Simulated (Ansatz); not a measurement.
## What HgH2 (model cell, started as CdI2 type) distorts into

Aim: this structure of HgH2 (model cell, started as CdI2 type) is to be tested for unstable modes, and one is followed downhill.

Calculated with Ansatz 0.2.0; DFT PBE, scalar-relativistic, plane waves, PAW.

This is a report of a sequence of runs, with the program logs left out and the cost of each run kept.

The structure was built from a prototype and need not be the compound's stable phase.

### 1. Starting point

Symmetry: P-3m1, No. 164, trigonal system. Conventional cell: a = 3.268 Å, b = 3.268 Å, c = 5.406 Å, α = 90.00°, β = 90.00°, γ = 120.00°. Nearest to Hg lie 6 H at 2.11 Å. Nearest to H lie 3 Hg at 2.11 Å. Farther neighbours, and contacts between anions beyond the nearest, are not listed.

As a file:

```cif
data_structure
_symmetry_space_group_name_H-M 'P-3m1'
_symmetry_Int_Tables_number 164
_cell_length_a 3.2683
_cell_length_b 3.2683
_cell_length_c 5.4058
_cell_angle_alpha 90.000
_cell_angle_beta 90.000
_cell_angle_gamma 120.000
_cell_volume 50.01
loop_
_atom_site_label
_atom_site_type_symbol
_atom_site_symmetry_multiplicity
_atom_site_Wyckoff_symbol
_atom_site_fract_x
_atom_site_fract_y
_atom_site_fract_z
_atom_site_occupancy
Hg1 Hg 1 a 0.00000 0.00000 0.00000 1
H1 H 2 d 0.33333 0.66667 0.17360 1
```

### 2. Response at finite wavevector

Stability and thermal properties need the whole zone. Linear response on a 3×3×2 q mesh gives force constants as far as a supercell of that size would.

The input, input.yaml:

```yaml
crystal:
  lattice:
    - [3.2683265306, 0.0, 0.0]
    - [-1.6341632653, 2.8304538034, 0.0]
    - [0.0, 0.0, 5.405765406]
  atoms:
    - { symbol: Hg, position: [0.0, 0.0, 0.0] }
    - { symbol: H, position: [0.3333333333, 0.6666666667, 0.1736023146] }
    - { symbol: H, position: [0.6666666667, 0.3333333333, 0.8263976854] }
kpoints:
  mp_grid: { grid: [12, 12, 8] }
hamiltonian:
  xc: pbe
scf:
  occupations: { method: methfessel_paxton, width: 0.15 }
output:
  eigenvalues: true
phonons:
  method: dfpt
  qmesh: [3, 3, 2]
  temperatures: { t_max: 1000, t_step: 50 }
  qpath:
    path:
      - [[0.0, 0.0, 0.0], [0.5, 0.0, 0.0], [0.33333333, 0.33333333, 0.0], [0.0, 0.0, 0.0], [0.0, 0.0, 0.5], [0.5, 0.0, 0.5], [0.33333333, 0.33333333, 0.5], [0.0, 0.0, 0.5]]
      - [[0.5, 0.0, 0.5], [0.5, 0.0, 0.0]]
      - [[0.33333333, 0.33333333, 0.5], [0.33333333, 0.33333333, 0.0]]
    npoints: 10
```

Launch:

```
> ansatz run input.yaml --threads 4 --pin off --max-ram 7168MiB --backend cpu --events-out ev --progress --plain --runs-dir out
```

Run time: 2.3 min. Hardware: 4 threads of Intel Xeon Platinum 8488C (Sapphire Rapids), shared host; peak memory 1.3 GiB.

This step gave:

| Item | Value |
| --- | --- |
| volume per atom | 16.67 Å³ |
| gap on the k-mesh | 0 eV |
| sum-rule residual before enforcement | 3.38e-5 eV/Å² |
| lowest frequency on the path | -906.9 cm⁻¹ |
| point group | -3m |
| highest frequency on path, mesh or solved points | 903.5 cm⁻¹ |
| highest optical mode at the zone centre (no LO-TO term) | 898.8 cm⁻¹ |
| lowest optical zone-centre mode | -634.3 cm⁻¹ |
| lowest mode on the q mesh (acoustic modes at Γ apart) | -841.5 cm⁻¹ |

Frequencies (cm⁻¹) solved at each irreducible wavevector; negative means imaginary. Frequencies by wavevector, by row:

```csv
q in reciprocal lattice units,star,mode 1,mode 2,mode 3,mode 4,mode 5,mode 6,mode 7,mode 8,mode 9
0 0 0,1,-634.3,-634.3,-329,-329,0,0,0,683.9,898.8
0 0 -0.5,1,-646.5,-646.5,-330.1,-330.1,0.7,0.7,7.5,709.4,885.7
0 0.3333 0,6,-841.5,-40.5,36,87.4,302.3,401.3,684.5,753.3,859.2
0 0.3333 -0.5,6,-839.4,-38.8,36,87,301.8,400.2,685.4,757.1,857
0.3333 0.3333 0,2,-390.6,-390.6,-55.5,103.7,103.7,548.6,627.7,844,844
0.3333 0.3333 -0.5,2,-403.1,-403.1,-55.7,102.2,102.2,546.9,627.4,844.4,844.4
```

Interpolated from a 3×3×2 q mesh. Phonon branches along the path, in cm⁻¹:

```csv
point,branch 1,branch 2,branch 3,branch 4,branch 5,branch 6,branch 7,branch 8,branch 9
Γ,-634,-634,-329,-329,0,0,0,684,899
halfway,-773,-354,19,30,74,379,523,723,866
M,-907,-41,38,97,320,599,742,814,902
halfway,-739,-48,-47,93,218,571,671,830,881
K,-391,-391,-56,104,104,549,628,844,844
halfway,-594,-556,23,41,79,394,565,768,859
Γ,-634,-634,-329,-329,0,0,0,684,899
halfway,-640,-640,-330,-330,1,1,5,696,893
A,-646,-646,-330,-330,1,1,8,709,886
halfway,-772,-356,20,30,74,379,521,733,860
L,-905,-41,39,97,317,592,744,816,904
halfway,-740,-54,-48,93,205,565,672,832,882
H,-403,-403,-56,102,102,547,627,844,844
halfway,-594,-555,25,41,78,394,566,773,854
A,-646,-646,-330,-330,1,1,8,709,886
jump to L,-905,-41,39,97,317,592,744,816,904
halfway,-906,-41,39,97,318,595,743,815,903
M,-907,-41,38,97,320,599,742,814,902
jump to H,-403,-403,-56,102,102,547,627,844,844
halfway,-397,-397,-56,103,103,548,628,844,844
K,-391,-391,-56,104,104,549,628,844,844
```

Symmetry leaves 6 wavevectors to solve. The lowest mode among them, the acoustic zeros apart, lies at q = (0, 0.333, 0) and is imaginary, 841.5i cm⁻¹, so the energy falls along it. Between them the interpolated path dips to 907i cm⁻¹.

### 3. The mode frozen in, largest atomic shift 0 Å

The mode followed lies at q = (0, 0, -0.5) with frequency 646.5i cm⁻¹ and is 2-fold degenerate, one of the unstable modes though not the softest. At small amplitude the pattern taken leaves space group no. 12 by a symmetry search on the positions. The undistorted cell that holds it gives the zero of energy on the same k mesh.

System of this step: HgH2 (model cell, started as CdI2 type). Symmetry: P-3m1, No. 164, trigonal system. The conventional cell has a = 3.268 Å, b = 3.268 Å, c = 5.406 Å, α = 90.00°, β = 90.00°, γ = 120.00°. Nearest to Hg lie 6 H at 2.11 Å. Nearest to H lie 3 Hg at 2.11 Å. Farther neighbours, and contacts between anions beyond the nearest, are not listed.

The input, input.yaml:

```yaml
crystal:
  lattice:
    - [3.2683265306, 0.0, 0.0]
    - [-1.6341632653, 2.8304538034, 0.0]
    - [0.0, 0.0, 10.8115308121]
  atoms:
    - { symbol: Hg, position: [0.0, 0.0, 0.0] }
    - { symbol: Hg, position: [0.0, 0.0, 0.5] }
    - { symbol: H, position: [0.3333333333, 0.6666666667, 0.0868011573] }
    - { symbol: H, position: [0.3333333333, 0.6666666667, 0.5868011573] }
    - { symbol: H, position: [0.6666666667, 0.3333333333, 0.4131988427] }
    - { symbol: H, position: [0.6666666667, 0.3333333333, 0.9131988427] }
kpoints:
  mp_grid: { grid: [12, 12, 4] }
hamiltonian:
  xc: pbe
scf:
  occupations: { method: methfessel_paxton, width: 0.15 }
output:
  forces: true
  stress: true
  eigenvalues: true
```

Wall time 1.4 s (4 threads); peak memory 0.52 GiB.

This step gave:

| Item | Value |
| --- | --- |
| pressure | 0.002742 GPa |
| energy from the undistorted cell | 0 meV/atom |

The run ends at a pressure of 0.00 GPa, with forces up to 2.3e-4 eV/Å.

### 4. The mode frozen in, largest atomic shift 0.45 Å

The atoms are moved along the unstable eigenvector, the largest shift by 0.45 Å, with the cell fixed.

input.yaml, the sections that differ from step 3:

```yaml
crystal:
  lattice:
    - [3.2683265306, 0.0, 0.0]
    - [-1.6341632653, 2.8304538034, 0.0]
    - [0.0, 0.0, 10.8115308121]
  atoms:
    - { symbol: Hg, position: [0.0, 0.0, 0.0] }
    - { symbol: Hg, position: [0.0, 0.0, 0.5] }
    - { symbol: H, position: [0.25384078, 0.74615922, 0.0868011573] }
    - { symbol: H, position: [0.4128258867, 0.5871741133, 0.5868011573] }
    - { symbol: H, position: [0.5871741133, 0.4128258867, 0.4131988427] }
    - { symbol: H, position: [0.74615922, 0.25384078, 0.9131988427] }
# kpoints, hamiltonian, scf, output: as in step 3
```

It took 2.8 s on 4 threads; peak memory 0.66 GiB; 11 s of CPU time.

Read from the output:

```yaml
pressure: 3.508 GPa
energy_from_the_undistorted_cell: -75.37 meV/atom
```

The energy, extrapolated to zero smearing, is -75.37 meV/atom against the undistorted cell.

The run ends at a pressure of 3.51 GPa, with forces up to 0.81 eV/Å.

### 5. Energy along the mode, all amplitudes (two of the runs are shown above)

An imaginary frequency means negative curvature, so the energy should fall and then rise again as anharmonic terms take over.

Numbers from this step:

| Quantity | Value |
| --- | --- |
| depth at the lowest point sampled | 75.37 meV/atom |
| largest atomic shift at that point | 0.45 Å |

The energy from the parent by largest atomic shift:

```csv
largest atomic shift (Å),energy from the parent (meV/atom)
0.000,0
0.040,-0.798
0.080,-2.33
0.140,-5.99
0.220,-17.4
0.320,-42.1
0.450,-75.4
0.600,-67.2
```

Displacement at unit largest shift by atom:

```csv
atom,x (Å),y (Å),z (Å),size
Hg1,0.000,0.000,0.000,0.000
Hg2,0.000,0.000,0.000,0.000
H3,-0.866,0.500,0.000,1.000
H4,0.866,-0.500,0.000,1.000
H5,-0.866,0.500,0.000,1.000
H6,0.866,-0.500,0.000,1.000
```

The lowest step is at 0.45 Å, 75.4 meV/atom below the parent, and the energy rises beyond it.

### 6. Relaxation from the frozen mode

Starting from the lowest point found, all atoms and the cell are let go, so that strain and other modes of the same symmetry can join in.

Edit input.yaml of step 4 so:

```diff
@@ -22 +22,6 @@
   eigenvalues: true
+relax:
+  adjacent_minimum: "off"
+  f_tol: 0.002
+  max_steps: 120
+  cell: { stress_tol: 0.03 }
```

Run time: 2.1 min. Hardware: 4 threads; peak memory 0.77 GiB; 8.1 min of CPU time.

Relaxation path (22 of 34):

```csv
step,energy less that of the first step (eV),largest force component (eV/Å),pressure (GPa),volume (Å³)
1,0.0000,0.6362,3.51,100.02
3,-0.5969,0.1514,-0.30,110.72
4,-0.6449,0.0691,-0.30,112.04
6,-0.6586,0.0129,0.00,111.54
7,-0.6599,0.0100,0.01,111.35
9,-0.6631,0.0070,0.04,110.53
10,-0.6633,0.0132,0.00,110.51
12,-0.6634,0.0031,0.01,110.49
14,-0.6632,0.0014,0.00,110.98
15,-0.6631,0.0021,0.00,111.13
17*,-0.6763,0.0016,0.12,111.14
18,-0.6765,0.0060,0.09,112.65
20,-0.6756,0.0108,0.01,116.05
21,-0.6756,0.0053,0.00,116.15
23,-0.6757,0.0073,0.00,116.33
25,-0.6756,0.0036,-0.01,116.62
26,-0.6757,0.0026,-0.01,116.49
28*,-0.6790,0.0024,-0.02,116.40
29,-0.6791,0.0148,0.00,116.65
31,-0.6798,0.0039,0.00,115.67
32,-0.6803,0.0189,0.04,114.79
34*,-0.6797,0.0007,0.00,115.18
```

Relaxation steps marked * repeat the geometry before them on a plane-wave basis chosen anew for their cell, so energy and pressure can jump there. Other such steps can lie between the rows shown. Relaxation step 32 was tried and not accepted.

Forces are held to the 4 operations that the program found; a distortion that breaks them can't arise in this run.

```csv
cell as run,before,after,change
a (Å),3.268,3.612,+10.5 %
b (Å),3.268,3.612,+10.5 %
c (Å),10.812,11.220,+3.8 %
α (°),90.00,96.89,+7.7 %
β (°),90.00,83.11,-7.7 %
γ (°),120.00,127.43,+6.2 %
volume (Å³/atom),16.67,19.20,+15.2 %
```

The atoms that moved most (Å, as changes of fractional coordinates times the final cell):

```csv
atom,dx,dy,dz,length
H6,0.713,-0.412,-0.328,0.887
H3,-0.713,0.412,0.328,0.887
H5,0.271,-0.157,0.095,0.327
H4,-0.271,0.157,-0.095,0.327
```

The relaxed structure:

```xyz
6
Lattice="3.5986 -0.2308 0.2065 -1.9992 3.0010 -0.2065 0.6831 -0.3944 11.1919" Properties=species:S:1:pos:R:3 pbc="T T T"
Hg    0.0000    0.0000    0.0000
Hg    0.3416   -0.1972    5.5960
H    -1.2323    2.5583    1.1981
H     0.4411    1.5921    6.4366
H     1.8414    0.7837    4.7553
H     3.5148   -0.1825    9.9938
```

This step gave:

```yaml
pressure: -0.003958 GPa
volume_per_atom: 19.20 Å³
```

The distorted start has space group C2/m; the relaxation ends in C2/m.

### 7. The new phase in its own primitive cell

The relaxed structure is symmetrised, reduced to its primitive cell and relaxed tightly, as its phonons need.

input.yaml, the sections that differ from step 6:

```yaml
crystal:
  lattice:
    - [3.2384548008, -1.5993897124, 0.0]
    - [3.2384548008, 1.5993897124, 0.0]
    - [-1.5009357436, 0.0, 11.1188593779]
  atoms:
    - { symbol: Hg, position: [0.0, 0.0, 0.0] }
    - { symbol: Hg, position: [0.0, 0.0, 0.5] }
    - { symbol: H, position: [0.8777606935, 0.8777606935, 0.1209955696] }
    - { symbol: H, position: [0.6348521541, 0.6348521541, 0.580090579] }
    - { symbol: H, position: [0.3651478459, 0.3651478459, 0.419909421] }
    - { symbol: H, position: [0.1222393065, 0.1222393065, 0.8790044304] }
relax:
  adjacent_minimum: "off"
  f_tol: 0.001
  max_steps: 60
  cell: { stress_tol: 0.01 }
# kpoints, hamiltonian, scf, output: as in step 6
```

Run time: 81 s. Hardware: 4 threads; peak memory 0.77 GiB; 5.2 min of CPU time.

Relaxation path:

```csv
step,energy less that of the first step (eV),largest force component (eV/Å),pressure (GPa),volume (Å³)
1,0.0000,0.0006,0.00,115.18
2,0.0000,0.0010,-0.01,115.15
3,-0.0001,0.0021,0.00,115.00
4,-0.0005,0.0034,0.00,114.48
5,-0.0008,0.0040,0.01,113.99
6,-0.0012,0.0030,0.01,113.49
7,-0.0013,0.0017,0.00,113.29
8,-0.0013,0.0012,0.00,113.24
9,-0.0013,0.0017,0.00,113.34
10,-0.0013,0.0019,0.00,113.25
11,-0.0014,0.0019,0.00,113.22
12,-0.0013,0.0012,0.00,113.35
13,-0.0012,0.0006,0.00,113.63
14,-0.0012,0.0003,0.00,113.69
15*,-0.0004,0.0003,0.00,113.69
16,-0.0013,0.0085,0.02,112.29
17,-0.0009,0.0045,-0.01,113.08
18,-0.0012,0.0020,0.00,112.60
19,-0.0011,0.0005,0.00,112.81
20,-0.0010,0.0005,0.00,112.84
21*,-0.0006,0.0006,0.00,112.84
```

Relaxation steps marked * repeat the geometry before them on a plane-wave basis chosen anew for their cell, so energy and pressure can jump there. Relaxation step 17 was tried and not accepted.

Forces are held to the 4 operations that the program found; a distortion that breaks them can't arise in this run.

```csv
cell as run,before,after,change
a (Å),3.612,3.613,+0.0 %
b (Å),3.612,3.613,+0.0 %
c (Å),11.220,11.110,-1.0 %
α (°),96.89,100.30,+3.5 %
β (°),96.89,100.30,+3.5 %
γ (°),52.57,52.55,-0.0 %
volume (Å³/atom),19.20,18.81,-2.0 %
```

The atoms that moved most (Å, as changes of fractional coordinates times the final cell):

```csv
atom,dx,dy,dz,length
H6,-0.087,0.000,-0.024,0.090
H3,0.087,0.000,0.024,0.090
H5,-0.057,0.000,-0.017,0.059
H4,0.057,0.000,0.017,0.059
```

The relaxed structure:

```cif
data_structure
_symmetry_space_group_name_H-M 'P 1'
_symmetry_Int_Tables_number 1
_cell_length_a 3.6133
_cell_length_b 3.6133
_cell_length_c 11.1097
_cell_angle_alpha 100.301
_cell_angle_beta 100.301
_cell_angle_gamma 52.549
_cell_volume 112.84
loop_
_atom_site_label
_atom_site_type_symbol
_atom_site_fract_x
_atom_site_fract_y
_atom_site_fract_z
_atom_site_occupancy
Hg1 Hg 0.00000 0.00000 0.00000 1
Hg2 Hg 0.00000 0.00000 0.50000 1
H3 H 0.89185 0.89185 0.12350 1
H4 H 0.64410 0.64410 0.58178 1
H5 H 0.35590 0.35590 0.41822 1
H6 H 0.10815 0.10815 0.87650 1
```

This step gave:

```yaml
pressure: 2.57e-4 GPa
volume_per_atom: 18.81 Å³
```

The largest force component left is 0.56 meV/Å and the pressure is 0.000 GPa, within the tolerances set. The cell now holds 18.81 Å³/atom.

### 8. Modes of the new phase, k-mesh 12×12×4

A relaxed structure may still be a saddle point, so its zone-centre modes are computed. No field response is asked, since the mesh shows no gap.

The input, input.yaml:

```yaml
crystal:
  lattice:
    - [3.2382615636, -1.5995090072, -0.1050374593]
    - [3.2382615636, 1.5995090072, -0.1050374593]
    - [-1.8614801313, 0.0, 10.952675686]
  atoms:
    - { symbol: Hg, position: [0.0, 0.0, 0.0] }
    - { symbol: Hg, position: [0.0, 0.0, 0.5] }
    - { symbol: H, position: [0.8918451139, 0.8918451139, 0.1234963517] }
    - { symbol: H, position: [0.6441014732, 0.6441014732, 0.5817751702] }
    - { symbol: H, position: [0.3558985268, 0.3558985268, 0.4182248298] }
    - { symbol: H, position: [0.1081548861, 0.1081548861, 0.8765036483] }
kpoints:
  mp_grid: { grid: [12, 12, 4] }
hamiltonian:
  xc: pbe
scf:
  occupations: { method: methfessel_paxton, width: 0.15 }
output:
  eigenvalues: true
phonons:
  method: dfpt
```

It took 1.7 min on 4 threads; peak memory 1.5 GiB; 6.3 min of CPU time.

This step gave:

```
sum-rule residual before enforcement                    : 1.83e-5 eV/Å²
point group                                             : 2/m
highest optical mode at the zone centre (no LO-TO term) : 1965 cm⁻¹
lowest optical zone-centre mode                         : -1377 cm⁻¹
```

Patterns of degenerate modes are one choice out of their space. Modes at Γ, with each element's share of the kinetic energy (negative means imaginary):

```csv
mode,frequency (cm⁻¹),symmetry,Hg %,H %
1,-1376.7,Bg,0,100
2,-1.5,Au,99,1
3,0.0,acoustic,99,1
4,0.0,acoustic,99,1
5,0.0,acoustic,99,1
6,3.5,Bu,99,1
7,8.4,Bu,99,1
8,189.7,Bg,0,100
9,319.9,Ag,0,100
10,327.9,Bu,1,99
11,536.2,Ag,0,100
12,651.7,Au,1,99
13,719.6,Bu,1,99
14,724.2,Au,1,99
15,765.4,Bu,1,99
16,1038.5,Ag,0,100
17,1853.7,Bu,1,99
18,1965.3,Ag,0,100
```

Displacements in mode 1 (-1376.7 cm⁻¹), the largest set to 1:
```
Hg1  0.00  0.00  0.00
Hg2  0.00  0.00  0.00
H3   0.00  0.00  0.00
H4   0.00  1.00  0.00
H5   0.00 -1.00  0.00
H6   0.00  0.00  0.00
```

Displacements in mode 10 (327.9 cm⁻¹), the largest set to 1:
```
Hg1  0.00  0.00  0.00
Hg2 -0.01  0.00  0.00
H3   0.00  0.00  0.00
H4   1.00  0.00 -0.26
H5   1.00  0.00 -0.26
H6   0.00  0.00  0.00
```

Before it was imposed, the acoustic sum rule was missed by 1.8e-5 eV/Å². Small misses are needed for a sound result but don't prove that mesh and cutoff are converged. The lowest optical mode is imaginary, 1376.7i cm⁻¹, so the energy falls along it.

### 9. Summary of results

```yaml
unstable_mode_of_the_parent: q = (0, 0, -0.5), 646i cm⁻¹
depth_at_the_lowest_point_sampled: 75.4 meV/atom
largest_atomic_shift_at_that_point: 0.45 Å
space_group_reached: C2/m
energy_gained_over_the_parent_first_relaxation_on_the_mesh_of_the_frozen_mode: 189 meV/atom
volume_per_atom_phase_reached: 18.8 Å³
lowest_optical_zone_centre_mode_phase_reached: -1377 cm⁻¹
highest_optical_mode_at_the_zone_centre_no_lo_to_term_phase_reached: 1965 cm⁻¹
```

**Reading.** Along this mode the structure falls into C2/m, 189 meV/atom below the parent. At the parent's cell the well is 75.37 meV/atom deep on the steps tried, with its lowest point at a shift of 0.45 Å. Relaxing atoms and cell changes the gain by +113.37 meV/atom against the lowest step (energies at zero smearing). Most of the total comes from this relaxation. The new phase still has an imaginary mode at the zone centre of its cell, so it is a saddle point on the way to a lower structure. Of the 3 patterns followed from this parent, this one ends 187 meV/atom above the lowest, C2/c. Each path keeps the symmetry of its pattern, so a lower phase may lie along a pattern not tried. With no gap, or one that is small against the smearing, the frequencies hang on the k mesh and the smearing, most of all near Kohn anomalies. The volume moved by more than a tenth on the k mesh of the start, so the energy gain is rough. Spin-orbit coupling is left out, which can matter for the heavy elements here. A phonon run warned that its eigensolver left some bands unconverged in a pass. The starting cell was built on a prototype and not taken from a measurement, so the phase need not exist.

[Long decimals in the printed logs are rounded to 6 places.]

[Logs are printed without paths, hosts, clocks, repeated set-up lines and the standing remarks that a program may print on its own settings, such as how far it seeks lower states.]

[Hosts, paths, dates, database ids (printed as entryN), source tags and the programs' standing remarks are cut or masked in the printed files.]

[Where the starting crystal was built by hand or by swapping elements, it need not be the compound's stable phase.]
